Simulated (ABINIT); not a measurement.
## CaO (Fm-3m): G0W0 in ABINIT against the exchange cutoff

Aim: move the exchange cutoff of a G0W0 run on CaO (Fm-3m) over a wide range.

Calculated with ABINIT 10.8.3; PBE and many-body steps on it, plane waves.

## Step 1: The structure

The structure is cubic, space group Fm-3m (No. 225). Conventional cell: a = 4.807 Å, b = 4.807 Å, c = 4.807 Å, α = 90.00°, β = 90.00°, γ = 90.00°. Nearest to Ca lie 6 O at 2.40 Å. O has 6 Ca at 2.40 Å nearest. Farther neighbours and most contacts between anions are not listed.

The cell and positions are those that the Materials Project relaxed with its own functionals (PBE, PBE+U or r2SCAN), kept fixed.

## Step 2: Screening, 4×4×4 mesh, 28 bands, screening to 130.6 eV

This step: ABINIT 10.8.3; RPA screening on PBE, plane waves, norm-conserving pseudopotentials.

The RPA dielectric matrix is built and inverted for each q.

File run.abi:

```
acell 3*1.0 Angstrom
rprim 
  -0.000000000000 2.403555696000 2.403555696000
  2.403555696000 -0.000000000000 2.403555696000
  2.403555696000 2.403555696000 -0.000000000000
ntypat 2
znucl 20 8
natom 2
typat 1 2
xred 
  0.000000000000 0.000000000000 0.000000000000
  0.500000000000 0.500000000000 0.500000000000
pp_dirpath "pseudos"
pseudos "Ca.upf, O.upf"
ecut 36
ngkpt 4 4 4
nshiftk 1
shiftk 0 0 0
kptopt 1
chksymbreak 0
istwfk *1
occopt 1
irdwfk 1
optdriver 3
nband 28
ecuteps 4.8
inclvkb 2
awtr 1
symchi 1
indata_prefix "in"
outdata_prefix "out"
tmpdata_prefix "tmp"
```

Command:

```console
OMP_NUM_THREADS=1 mpirun -n 4 abinit run.abi > log
```

The log of the run:

```text
.Version 10.8.3 of ABINIT. v10.8.2 released Aug 2026.

 Symmetries : space group Fm -3 m (#225); Bravais cF (face-center cubic)
[... echo of the input left out ...]
== DATASET  1 ==================================================================
-   mpi_nproc: 4, omp_nthreads: 1 (-1 if OMP is not activated)

--- !DatasetInfo
iteration_state: {dtset: 1, }
dimensions: {natom: 2, nkpt: 8, mband: 28, nsppol: 1, nspinor: 1, nspden: 1, mpw: 1964, }
cutoff_energies: {ecut:  36.0, pawecutdg:  -1.0, }
electrons: {nelect:   1.60000000E+01, charge:   0.00000000E+00, occopt:   1.00000000E+00, tsmear:   1.00000000E-02, }

 SCREENING: Calculation of the susceptibility and dielectric matrices

 Based on a program developped by R.W. Godby, V. Olevano, G. Onida, and L. Reining.
 Incorporated in ABINIT by V. Olevano, G.-M. Rignanese, and M. Torrent.
.Using double precision arithmetic ; gwpc =  8

[... cell and pseudopotentials left out ...]
--------------------------------------------------------------------------------

 ==== K-mesh for the wavefunctions ====
 Number of points in the irreducible wedge :     8
[... list of points left out ...]
 Together with 48 symmetry operations and time-reversal symmetry
 yields    64 points in the full Brillouin Zone.

 ==== Q-mesh for the screening function ====
 Number of points in the irreducible wedge :     8
[... list of points left out ...]
 Together with 48 symmetry operations and time-reversal symmetry
 yields    64 points in the full Brillouin Zone.

 setmesh: FFT mesh size selected  =    24x   24x   24
          total number of points  =        13824

 vcoul_init : cutoff-mode = AUXILIARY_FUNCTION
 q-points for optical limit:   1
     1)      0.000010    0.000020    0.000030

- screening: taking advantage of time-reversal symmetry
- Maximum band index for partially occupied states nbvw = 8
- Remaining bands to be divided among processors   nbcw = 20
- Number of bands treated by each node ~5

 Number of electrons calculated from density =   16.0000; Expected =   16.0000
 average of density, n =  0.085375
 r_s =    1.4088
 omega_plasma =   28.1852 [eV]

 calculating chi0 at frequencies [eV] :
  1    0.000000E+00    0.000000E+00
  2    0.000000E+00    2.818519E+01

--------------------------------------------------------------------------------
  q-point number  1        q = ( 0.000000, 0.000000, 0.000000) [r.l.u.]
--------------------------------------------------------------------------------
[... chi0 elements left out ...]
 For q-point:  0.000010 0.000020 0.000030
  dielectric constant =   3.6547
  dielectric constant without local fields =   3.9986

  Average fulfillment of the sum rule on Im[epsilon] for q-point    1 :     34.19  [%]
[... wings left out ...]
  q-point number  2        q = ( 0.250000, 0.000000, 0.000000) [r.l.u.]
--------------------------------------------------------------------------------
[... chi0 elements left out ...]
  Average fulfillment of the sum rule on Im[epsilon] for q-point    2 :     58.19  [%]

 [... 6 further q-points ...]
```

Run time: 3.6 s. Hardware: 4 MPI ranks of Arm Neoverse V2, shared host; peak memory 0.39 GiB.

Numbers from this step:

- ε∞ with local fields, on this mesh, along the program's q direction: 3.655
- the same without local fields: 3.999
- plasma frequency: 28.19 eV
- plane waves in the screening matrix: 113

Local fields lower ε∞ by 9 %. On a Γ-centred mesh this coarse the value itself is usually too large, while a short band sum pulls it down.

## Step 3: 3.6 Ha

This step: G0W0 on PBE, plane waves, norm-conserving pseudopotentials.

run.abi, as its differences from that of step 2:

```diff
@@ -23,8 +23,17 @@
 irdwfk 1
-optdriver 3
+optdriver 4
 nband 28
+gwcalctyp 0
+ecutsigx 3.6
+symsigma 1
+nkptgw 2
+kptgw 
+  0.0000000000 0.0000000000 0.0000000000
+  0.5000000000 0.5000000000 0.0000000000
+bdgw 
+  6 12
+  7 10
 ecuteps 4.8
-inclvkb 2
-awtr 1
-symchi 1
+irdscr 1
+ppmodel 1
 indata_prefix "in"
```

The log of the run:

```text
.Version 10.8.3 of ABINIT. v10.8.2 released Aug 2026.

 Symmetries : space group Fm -3 m (#225); Bravais cF (face-center cubic)
[... echo of the input left out ...]
== DATASET  1 ==================================================================
-   mpi_nproc: 4, omp_nthreads: 1 (-1 if OMP is not activated)

--- !DatasetInfo
iteration_state: {dtset: 1, }
dimensions: {natom: 2, nkpt: 8, mband: 28, nsppol: 1, nspinor: 1, nspden: 1, mpw: 1964, }
cutoff_energies: {ecut:  36.0, pawecutdg:  -1.0, }
electrons: {nelect:   1.60000000E+01, charge:   0.00000000E+00, occopt:   1.00000000E+00, tsmear:   1.00000000E-02, }

 SIGMA: Calculation of the GW corrections

 Based on a program developped by R.W. Godby, V. Olevano, G. Onida, and L. Reining.
 Incorporated in ABINIT by V. Olevano, G.-M. Rignanese, and M. Torrent.
.Using double precision arithmetic ; gwpc =  8

[... cell and pseudopotentials left out ...]
--------------------------------------------------------------------------------

 ==== K-mesh for the wavefunctions ====
 Number of points in the irreducible wedge :     8
[... list of points left out ...]
 Together with 48 symmetry operations and time-reversal symmetry
 yields    64 points in the full Brillouin Zone.

 ==== Q-mesh for screening function ====
 Number of points in the irreducible wedge :     8
[... list of points left out ...]
 Together with 48 symmetry operations and time-reversal symmetry
 yields    64 points in the full Brillouin Zone.

 vcoul_init : cutoff-mode = AUXILIARY_FUNCTION
 q-points for optical limit:   1
     1)      0.000010    0.000020    0.000030
 setmesh: FFT mesh size selected  =    24x   24x   24
          total number of points  =        13824

 Number of electrons calculated from density =   16.0000; Expected =   16.0000
 average of density, n =  0.085375
 r_s =    1.4088
 omega_plasma =   28.1852 [eV]

 === KS Band Gaps ===
  >>>> For spin  1
   Minimum direct gap =   4.0354 [eV], located at k-point      :   0.5000  0.5000  0.0000
   Fundamental gap    =   3.6617 [eV], Top of valence bands at :   0.0000  0.0000  0.0000
                                       Bottom of conduction at :   0.5000  0.5000  0.0000
 SIGMA fundamental parameters:
 PLASMON POLE MODEL  1
 number of plane-waves for SigmaX                   59
 number of plane-waves for SigmaC and W             59
 number of plane-waves for wavefunctions          1917
 number of bands                                    28
 number of independent spin polarizations            1
 number of spinorial components                      1
 number of k-points in IBZ                           8
 number of q-points in IBZ                           8
 number of symmetry operations                      48
 number of k-points in BZ                           64
 number of q-points in BZ                           64
 number of frequencies for dSigma/dE                 9
 frequency step for dSigma/dE [eV]                0.25
 number of omega for Sigma on real axis              0
 max omega for Sigma on real axis  [eV]           0.00
 zcut for avoiding poles [eV]                     0.10

 EPSILON^-1 parameters (SCR file):
 dimension of the eps^-1 matrix on file            113
 dimension of the eps^-1 matrix used                59
 number of plane-waves for wavefunctions          1917
 number of bands                                    28
 number of q-points in IBZ                           8
 number of frequencies                               2
 number of real frequencies                          1
 number of imag frequencies                          1

 matrix elements of self-energy operator (all in [eV])

 Perturbative Calculation

--- !SelfEnergy_ee
iteration_state: {dtset: 1, }
kpoint     : [   0.000,    0.000,    0.000, ]
spin       : 1
KS_gap     :    4.745
QP_gap     :    5.116
Delta_QP_KS:    0.371
data: !SigmaeeData |
     Band     E0 <VxcDFT>   SigX SigC(E0)      Z dSigC/dE  Sig(E)    E-E0       E
        6   5.095 -19.399 -22.094   4.654   0.796  -0.256 -17.840   1.559   6.654
        7   5.095 -19.399 -22.094   4.654   0.796  -0.256 -17.840   1.559   6.654
        8   5.095 -19.399 -22.094   4.654   0.796  -0.256 -17.840   1.559   6.654
        9   9.840 -10.909  -5.184  -3.456   0.850  -0.176  -8.979   1.930  11.770
       10  11.332 -13.905  -5.476  -3.884   0.846  -0.183 -10.063   3.843  15.175
       11  11.332 -13.905  -5.476  -3.884   0.846  -0.183 -10.063   3.843  15.175
       12  11.332 -13.905  -5.476  -3.884   0.846  -0.183 -10.063   3.843  15.175

--- !SelfEnergy_ee
iteration_state: {dtset: 1, }
kpoint     : [   0.500,    0.500,    0.000, ]
spin       : 1
KS_gap     :    4.035
QP_gap     :    5.228
Delta_QP_KS:    1.193
data: !SigmaeeData |
     Band     E0 <VxcDFT>   SigX SigC(E0)      Z dSigC/dE  Sig(E)    E-E0       E
        7   4.721 -18.930 -21.864   4.630   0.796  -0.256 -17.580   1.350   6.072
        8   4.721 -18.930 -21.864   4.630   0.796  -0.256 -17.580   1.350   6.072
        9   8.757 -11.435  -4.921  -3.536   0.854  -0.171  -8.892   2.543  11.300
       10  13.145 -16.134  -6.661  -3.889   0.839  -0.192 -11.449   4.686  17.831

== END DATASET(S) ==============================================================
================================================================================

 -outvars: echo values of variables after computation  --------
           etotal      0.0000000000E+00
            nband          28
             nkpt           8
          spgroup         225
 [... the other variables as echoed above ...]

 Calculation completed.
```

It took 2.3 s on 4 MPI ranks; peak memory 0.09 GiB; 8.5 s of CPU time.

Numbers from this step:

```yaml
g0w0_gap_on_the_points_computed: 4.646 eV
starting_gap_on_the_mesh: 3.662 eV
k_of_the_valence_top: 0, 0, 0
k_of_the_conduction_bottom: 0.5, 0.5, 0
z_at_the_valence_top: 0.796
z_at_the_conduction_bottom: 0.854
least_direct_g0w0_gap_on_the_computed_points: 5.116 eV
```

## Step 4: 7.2 Ha

run.abi, as its differences from that of step 3:

```diff
@@ -26,3 +26,3 @@
 gwcalctyp 0
-ecutsigx 3.6
+ecutsigx 7.2
 symsigma 1
```

The log of the run:

```text
.Version 10.8.3 of ABINIT. v10.8.2 released Aug 2026.

 Symmetries : space group Fm -3 m (#225); Bravais cF (face-center cubic)
[... echo of the input left out ...]
== DATASET  1 ==================================================================
-   mpi_nproc: 4, omp_nthreads: 1 (-1 if OMP is not activated)

--- !DatasetInfo
iteration_state: {dtset: 1, }
dimensions: {natom: 2, nkpt: 8, mband: 28, nsppol: 1, nspinor: 1, nspden: 1, mpw: 1964, }
cutoff_energies: {ecut:  36.0, pawecutdg:  -1.0, }
electrons: {nelect:   1.60000000E+01, charge:   0.00000000E+00, occopt:   1.00000000E+00, tsmear:   1.00000000E-02, }

 SIGMA: Calculation of the GW corrections

 Based on a program developped by R.W. Godby, V. Olevano, G. Onida, and L. Reining.
 Incorporated in ABINIT by V. Olevano, G.-M. Rignanese, and M. Torrent.
.Using double precision arithmetic ; gwpc =  8

[... cell and pseudopotentials left out ...]
--------------------------------------------------------------------------------

 ==== K-mesh for the wavefunctions ====
 Number of points in the irreducible wedge :     8
[... list of points left out ...]
 Together with 48 symmetry operations and time-reversal symmetry
 yields    64 points in the full Brillouin Zone.

 ==== Q-mesh for screening function ====
 Number of points in the irreducible wedge :     8
[... list of points left out ...]
 Together with 48 symmetry operations and time-reversal symmetry
 yields    64 points in the full Brillouin Zone.

 vcoul_init : cutoff-mode = AUXILIARY_FUNCTION
 q-points for optical limit:   1
     1)      0.000010    0.000020    0.000030
 setmesh: FFT mesh size selected  =    25x   25x   25
          total number of points  =        15625

 Number of electrons calculated from density =   16.0000; Expected =   16.0000
[...]
number of omega for Sigma on real axis              0
 max omega for Sigma on real axis  [eV]           0.00
 zcut for avoiding poles [eV]                     0.10

 EPSILON^-1 parameters (SCR file):
 dimension of the eps^-1 matrix on file            113
 dimension of the eps^-1 matrix used               113
 number of plane-waves for wavefunctions          1917
 number of bands                                    28
 number of q-points in IBZ                           8
 number of frequencies                               2
 number of real frequencies                          1
 number of imag frequencies                          1

 matrix elements of self-energy operator (all in [eV])

 Perturbative Calculation

--- !SelfEnergy_ee
iteration_state: {dtset: 1, }
kpoint     : [   0.000,    0.000,    0.000, ]
spin       : 1
KS_gap     :    4.745
QP_gap     :    5.590
Delta_QP_KS:    0.845
data: !SigmaeeData |
     Band     E0 <VxcDFT>   SigX SigC(E0)      Z dSigC/dE  Sig(E)    E-E0       E
        6   5.095 -19.399 -23.752   4.769   0.791  -0.265 -19.070   0.328   5.423
        7   5.095 -19.399 -23.752   4.769   0.791  -0.265 -19.070   0.328   5.423
        8   5.095 -19.399 -23.752   4.769   0.791  -0.265 -19.070   0.328   5.423
[...]
--- !SelfEnergy_ee
iteration_state: {dtset: 1, }
kpoint     : [   0.500,    0.500,    0.000, ]
spin       : 1
KS_gap     :    4.035
QP_gap     :    5.902
Delta_QP_KS:    1.866
data: !SigmaeeData |
     Band     E0 <VxcDFT>   SigX SigC(E0)      Z dSigC/dE  Sig(E)    E-E0       E
[...]
9   8.757 -11.435  -5.571  -3.487   0.853  -0.173  -9.408   2.027  10.784
       10  13.145 -16.134  -8.196  -3.833   0.836  -0.196 -12.703   3.431  16.577

== END DATASET(S) ==============================================================
================================================================================

 -outvars: echo values of variables after computation  --------
           etotal      0.0000000000E+00
            nband          28
             nkpt           8
          spgroup         225
 [... the other variables as echoed above ...]

 Calculation completed.
```

It took 2.5 s on 4 MPI ranks; peak memory 0.1 GiB; 9.6 s of CPU time.

This step gave:

```
G0W0 gap on the points computed              : 5.361 eV
starting gap on the mesh                     : 3.662 eV
k of the valence top                         : 0, 0, 0
k of the conduction bottom                   : 0.5, 0.5, 0
Z at the valence top                         : 0.791
Z at the conduction bottom                   : 0.853
least direct G0W0 gap on the computed points : 5.59 eV
```

(Part 1 of 2 ends here.)

[Paths, hosts, dates, memory and timing lines, banners, echoed tables and standing remarks are left out of the program output.]

[Logs are printed without paths, hosts, clocks, repeated set-up lines and the standing remarks that a program may print on its own settings, such as how far it seeks lower states.]

[Runs of the session that timed out or met a known fault of the program may be left out.]

[No measured gap is set beside runs whose start may be inverted or whose files or cutoffs have a known fault.]

[Hosts, paths, dates, database ids (printed as entryN), source tags and the programs' standing remarks are cut or masked in the printed files.]

[G0W0 gaps are taken among the corrected bands and points alone; a level outside them can change the order at an edge.]

[Where Ansatz stands beside ABINIT at settings called matched, ABINIT's density can come from a denser mesh and the files from another edition; pairs whose starting gaps differed by over 0.03 eV were left out, so agreement reads better than it is.]
